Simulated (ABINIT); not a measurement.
# Beyond one shot: TiO2 (Anatase)

How far does self-consistency move the gap of TiO2 (Anatase)?

Program: ABINIT 10.8.3. Level of theory: PBE and many-body steps on it, plane waves. Results are calculated unless marked as measured.

**What was measured.**

- Gap 3.4 eV: indirect optical gap from Tauc plot; UV-Vis absorption, Tauc plot; film (sol-gel dip-coated film, 232 nm thick, calcined at 400 C) on borosilicate glass (“Role of lamp type in conventional batch and micro-photoreactor for photocatalytic hydrogen production”, 2023, pmc:10548134).

- Gap 3.261 eV: indirect optical gap from reflection cut-off wavelength, 143 nm particles (bulk-like); UV-VIS-NIR reflection spectroscopy; 300 K; powder (commercial powder, mean particle diameter 143 nm, hand pressed) (“Part I: determination of a structure/property transformation mechanism responsible for changes in the point of zero change of anatase titania with decreasing particle size”, 2024, pmc:11477903).

- Gap 3.17 eV: gap from valence band edge and flat band potential; valence-band XPS and Mott-Schottky plots; film (“Enhancement of Titania Photoanode Performance by Sandwiching Copper between Two Titania Layers”, 2020, pmc:7579609).

- Gap 3.18 ± 0.03 eV: direct optical gap from Kubelka-Munk plot; UV-Vis diffuse reflectance; 300 K; powder (“Effect of Ethylene Glycol: Citric Acid Molar Ratio and pH on the Morphology, Vibrational, Optical and Electronic Properties of TiO2 and CuO Powders Synthesized by Pechini Method”, 2022, pmc:9369947).

- Gap 3.98 eV: direct quasiparticle gap around Gamma; experiment quoted from earlier work; bulk crystal (anatase, value from earlier experiment) (quoted in “Giant exciton Mott density in anatase TiO2”, 2020, arxiv:2007.10051).

This is a selection; 13 further reports are not listed.

Most raw output is cut from this account.

### Step 1. The structure

It takes space group I4_1/amd (No. 141, tetragonal). The conventional cell has a = 3.784 Å, b = 3.784 Å, c = 9.515 Å, α = 90.00°, β = 90.00°, γ = 90.00°. Nearest to Ti lie 6 O at 1.93 to 1.98 Å. Nearest to O lie 3 Ti at 1.93 to 1.98 Å. Farther neighbours and most contacts between anions are not listed.

As a file:

```cif
data_structure
_symmetry_space_group_name_H-M 'I4_1/amd:1'
_symmetry_Int_Tables_number 141
_cell_length_a 3.7842
_cell_length_b 3.7842
_cell_length_c 9.5146
_cell_angle_alpha 90.000
_cell_angle_beta 90.000
_cell_angle_gamma 90.000
_cell_volume 136.25
loop_
_atom_site_label
_atom_site_type_symbol
_atom_site_symmetry_multiplicity
_atom_site_Wyckoff_symbol
_atom_site_fract_x
_atom_site_fract_y
_atom_site_fract_z
_atom_site_occupancy
Ti1 Ti 4 a 0.00000 0.00000 0.00000 1
O1 O 8 e 0.00000 0.00000 0.20810 1
```

The cell and positions come from the Crystallography Open Database and are kept as given unless a step says otherwise.

### Step 2. Empty states on the mesh, 4×4×4 mesh, 116 bands

This step: ABINIT 10.8.3; DFT, PBE, plane waves, norm-conserving pseudopotentials.

The sums over transitions need many empty states on a uniform mesh; this step solves for them.

run.abi reads:

```
acell 3*1.0 Angstrom
rprim 
  -1.892100000000 1.892100000000 4.757300000000
  1.892100000000 -1.892100000000 4.757300000000
  1.892100000000 1.892100000000 -4.757300000000
ntypat 2
znucl 22 8
natom 6
typat 1 1 2 2 2 2
xred 
  0.000000000000 0.000000000000 0.000000000000
  0.750000000000 0.250000000000 0.500000000000
  0.208100000000 0.208100000000 0.000000000000
  0.958100000000 0.458100000000 0.500000000000
  0.541900000000 0.041900000000 0.500000000000
  0.791900000000 0.791900000000 0.000000000000
pp_dirpath "pseudos"
pseudos "Ti.upf, O.upf"
ecut 38
ngkpt 4 4 4
nshiftk 1
shiftk 0 0 0
kptopt 1
chksymbreak 0
iscf -2
irdden 1
istwfk *1
nband 116
nbdbuf 10
tolwfr 1e-09
nstep 60
prtvol 0
indata_prefix "in"
outdata_prefix "out"
tmpdata_prefix "tmp"
```

Run with:

```sh
OMP_NUM_THREADS=1 mpirun -n 8 abinit run.abi > log
```

Wall time 78 s (8 MPI ranks of Arm Neoverse N1, shared host); peak memory 0.76 GiB; 10 min of CPU time.

Numbers from this step:

```yaml
gap: 2.189 eV
k_of_the_valence_top: 0.5, 0.5, 0
k_of_the_conduction_bottom: 0, 0, 0
least_direct_gap: 2.492 eV
k_points_computed: 13
lowest_point_of_the_top_converged_band_above_the_valence_top: 56.3774 eV
```

On this mesh the gap is 2.189 eV.

The density comes from a self-consistent run that is not shown.

### Step 3. Screening, 4×4×4 mesh, 106 bands, screening to 130.6 eV

The RPA dielectric matrix is built and inverted for each q.

This step: RPA screening on PBE, plane waves, norm-conserving pseudopotentials.

run.abi: that of step 2 with these lines changed.

```diff
@@ -24,10 +24,11 @@
 chksymbreak 0
-iscf -2
-irdden 1
 istwfk *1
-nband 116
-nbdbuf 10
-tolwfr 1e-09
-nstep 60
-prtvol 0
+occopt 1
+irdwfk 1
+optdriver 3
+nband 106
+ecuteps 4.8
+inclvkb 2
+awtr 1
+symchi 1
 indata_prefix "in"
```

The job ended after 25 min (8 MPI ranks; peak memory 22 GiB; 3.3 h of CPU time).

Numbers from this step:

| Item | Value |
| --- | --- |
| ε∞ with local fields, on this mesh, along the program's q direction | 6.684 |
| the same without local fields | 7.037 |
| plasma frequency | 31.17 eV |
| plane waves in the screening matrix | 213 |

Local fields lower ε∞ by 5 %.

### Step 4. G0W0

The self-energy is evaluated for the states that the input lists, and the levels follow from it, in one-shot runs by the linearised quasiparticle equation.

This step: G0W0 on PBE, plane waves, norm-conserving pseudopotentials.

run.abi: that of step 3 with these lines changed.

```diff
@@ -27,8 +27,19 @@
 irdwfk 1
-optdriver 3
+optdriver 4
 nband 106
+gwcalctyp 0
+ecutsigx 38
+symsigma 1
+nkptgw 3
+kptgw 
+  0.5000000000 0.5000000000 0.0000000000
+  0.0000000000 0.0000000000 0.0000000000
+  -0.2500000000 -0.2500000000 0.2500000000
+bdgw 
+  23 26
+  23 26
+  23 26
 ecuteps 4.8
-inclvkb 2
-awtr 1
-symchi 1
+irdscr 1
+ppmodel 1
 indata_prefix "in"
```

Wall time 47 s (8 MPI ranks); peak memory 10 GiB.

Numbers from this step:

```yaml
g0w0_gap_on_the_points_computed: 3.711 eV
starting_gap_on_the_mesh: 2.189 eV
k_of_the_valence_top: 0.5, 0.5, 0
k_of_the_conduction_bottom: 0, 0, 0
z_at_the_valence_top: 0.764
z_at_the_conduction_bottom: 0.786
least_direct_g0w0_gap_on_the_computed_points: 4.05 eV
```

The gap on the mesh goes from 2.19 eV to 3.71 eV, a correction of +1.52 eV.

### Step 5. evGW0, cycle 1

This step: evGW0 on PBE, plane waves, norm-conserving pseudopotentials.

run.abi: that of step 4 with these lines changed.

```diff
@@ -29,14 +29,34 @@
 nband 106
-gwcalctyp 0
+gwcalctyp 10
 ecutsigx 38
 symsigma 1
-nkptgw 3
+nkptgw 13
 kptgw 
+  0.0000000000 0.0000000000 0.0000000000
+  0.2500000000 0.0000000000 0.0000000000
+  0.5000000000 0.0000000000 0.0000000000
+  0.2500000000 0.2500000000 0.0000000000
+  0.5000000000 0.2500000000 0.0000000000
+  -0.2500000000 0.2500000000 0.0000000000
   0.5000000000 0.5000000000 0.0000000000
-  0.0000000000 0.0000000000 0.0000000000
+  0.2500000000 0.2500000000 0.2500000000
+  -0.2500000000 0.2500000000 0.2500000000
+  0.5000000000 0.5000000000 0.2500000000
+  -0.2500000000 0.5000000000 0.2500000000
   -0.2500000000 -0.2500000000 0.2500000000
+  0.5000000000 0.5000000000 0.5000000000
 bdgw 
-  23 26
-  23 26
-  23 26
+  13 30
+  13 30
+  13 30
+  13 30
+  13 30
+  13 30
+  13 30
+  13 30
+  13 30
+  13 30
+  13 30
+  13 30
+  13 30
 ecuteps 4.8
```

The job ended after 25 min (8 MPI ranks; peak memory 20 GiB).

Numbers from this step:

```yaml
quasiparticle_gap_on_the_mesh: 4.116 eV
gap_of_the_density_functional_on_the_mesh: 2.189 eV
k_of_the_valence_top: 0.5, 0.5, 0
k_of_the_conduction_bottom: 0, 0, 0
z_at_the_valence_top: 0.764
z_at_the_conduction_bottom: 0.786
least_direct_quasiparticle_gap_on_the_computed_points: 4.472 eV
```

Against G0W0 in ABINIT (4×4×4 mesh, 106 bands, screening to 130.6 eV, Godby-Needs plasmon pole), the gap moves by +0.405 eV. This first cycle still uses the starting levels; it takes the full correction, at all points of the mesh, and its linearised value is 3.711 eV.

### Step 6. evGW0, cycle 2

The corrected levels of the last cycle go back in.

run.abi: that of step 5 with these lines changed.

```diff
@@ -64,2 +64,3 @@
 ppmodel 1
+irdqps 1
 indata_prefix "in"
```

It took 28 min on 8 MPI ranks; peak memory 20 GiB.

Numbers from this step:

| Quantity | Value |
| --- | --- |
| quasiparticle gap on the mesh | 4.057 eV |
| gap of the density functional on the mesh | 2.189 eV |
| k of the valence top | 0.5, 0.5, 0 |
| k of the conduction bottom | 0, 0, 0 |
| least direct quasiparticle gap on the computed points | 4.411 eV |

Against the cycle before, the gap moves by −0.059 eV.

### Step 7. The runs together

Times are wall times on 8 MPI ranks of Arm Neoverse N1, shared host, good to a factor of about two. A run's time includes the screening step that it read.

```csv
run,mesh,bands,screening cutoff (eV),DFT gap (eV),gap on the mesh (eV),direct (eV),ε∞ used,time
G0W0,4×4×4,106,130.6,2.189,3.711,4.050,6.68,26 min
"evGW0, cycle 1",4×4×4,106,130.6,2.189,4.116,4.472,6.68,50 min
"evGW0, cycle 2",4×4×4,106,130.6,2.189,4.057,4.411,6.68,53 min
```

### Step 8. Results

* G0W0: 3.711 eV
* evGW0, cycle 1: 4.116 eV
* evGW0, cycle 2: 4.057 eV
* known limits: not at the basis limit

**Reading.** Only the bands that the input lists are updated; the others, empty or deep, keep the functional's energies or take a rigid shift. evGW0 ends at 4.06 eV, +0.35 eV from G0W0, after 2 cycles that took 53 min beside the first screening; the last moved the gap by 0.059 eV, so the loop had not settled. The first cycle of evGW0 takes the full correction, without the factor Z, so it overshoots the one-shot value. Against experiment, by evGW0, cycle 2: the gap of 4.06 eV lies +0.66 eV from the measured 3.4 eV (indirect, on borosilicate glass, 2023); the gap of 4.06 eV lies +0.80 eV from the measured 3.261 eV (indirect, 300 K, 2024); the gap of 4.06 eV lies +0.89 eV from the measured 3.17 eV (kind not stated, 2020); the direct gap of 4.41 eV lies +1.23 eV from the measured 3.18 ± 0.03 eV (direct, 300 K, 2022); the direct gap of 4.41 eV lies +0.43 eV from the measured 3.98 eV (electronic, quoted 2020). An exciton line or allowed optical edge lies below the quasiparticle gap by the binding energy; a forbidden edge can push the onset above it. These are gaps on the mesh, at modest bands and cutoff. The calculation has static nuclei and no excitons; a measured gap holds zero-point and thermal motion, which mostly lowers it. Bands and cutoff are finite, so the gap is not at the basis limit. The miss can reach some tenths of an eV and take either sign; the mesh is an error of its own.

[Paths, hosts, dates, memory and timing lines, banners, echoed tables and standing remarks are left out of the program output.]

[Logs are printed without paths, hosts, clocks, repeated set-up lines and the standing remarks that a program may print on its own settings, such as how far it seeks lower states.]

[Runs of the session that timed out or met a known fault of the program may be left out.]

[Hosts, paths, dates, database ids (printed as entryN), source tags and the programs' standing remarks are cut or masked in the printed files.]

[G0W0 gaps are taken among the corrected bands and points alone; a level outside them can change the order at an edge.]

[Where Ansatz stands beside ABINIT at settings called matched, ABINIT's density can come from a denser mesh and the files from another edition; pairs whose starting gaps differed by over 0.03 eV were left out, so agreement reads better than it is.]
